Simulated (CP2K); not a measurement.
Two runs for the C K edge of difluoromethane. Run A: CP2K XAS_TDP, all-electron GAPW, PBEh(45%), aug-cc-pVTZ, TDA, no relativity. Run B differs in one setting.

First lines with a strength over 0.0015. A:

| atom | energy (eV) | states | strength, one atom |
| --- | --- | --- | --- |
| C2 (bonded to 2 F and 2 H) | 286.92 | 1 | 0.0664 |
|  | 287.33 | 1 | 0.0503 |
|  | 288.39 | 1 | 0.0042 |
|  | 288.47 | 1 | 0.0348 |
|  | 290.14 | 1 | 0.0132 |

B:

| atom | energy (eV) | states | strength, one atom |
| --- | --- | --- | --- |
| C2 (bonded to 2 F and 2 H) | 293.13 | 1 | 0.0650 |
|  | 293.55 | 1 | 0.0492 |
|  | 294.61 | 1 | 0.0041 |
|  | 294.68 | 1 | 0.0340 |
|  | 296.35 | 1 | 0.0129 |

Question: Which was it: the functional, the basis, GW2X switched on, scalar relativity switched on?

GW2X switched on. GW2X shifts an atom's lines together and keeps their spacings. Against PBEh(45%) in aug-cc-pVTZ, the leading line moves by +6.21 eV, to 293.13 eV.

[Hosts, paths, dates, database ids (printed as entryN), source tags and the programs' standing remarks are cut or masked in the printed files.]
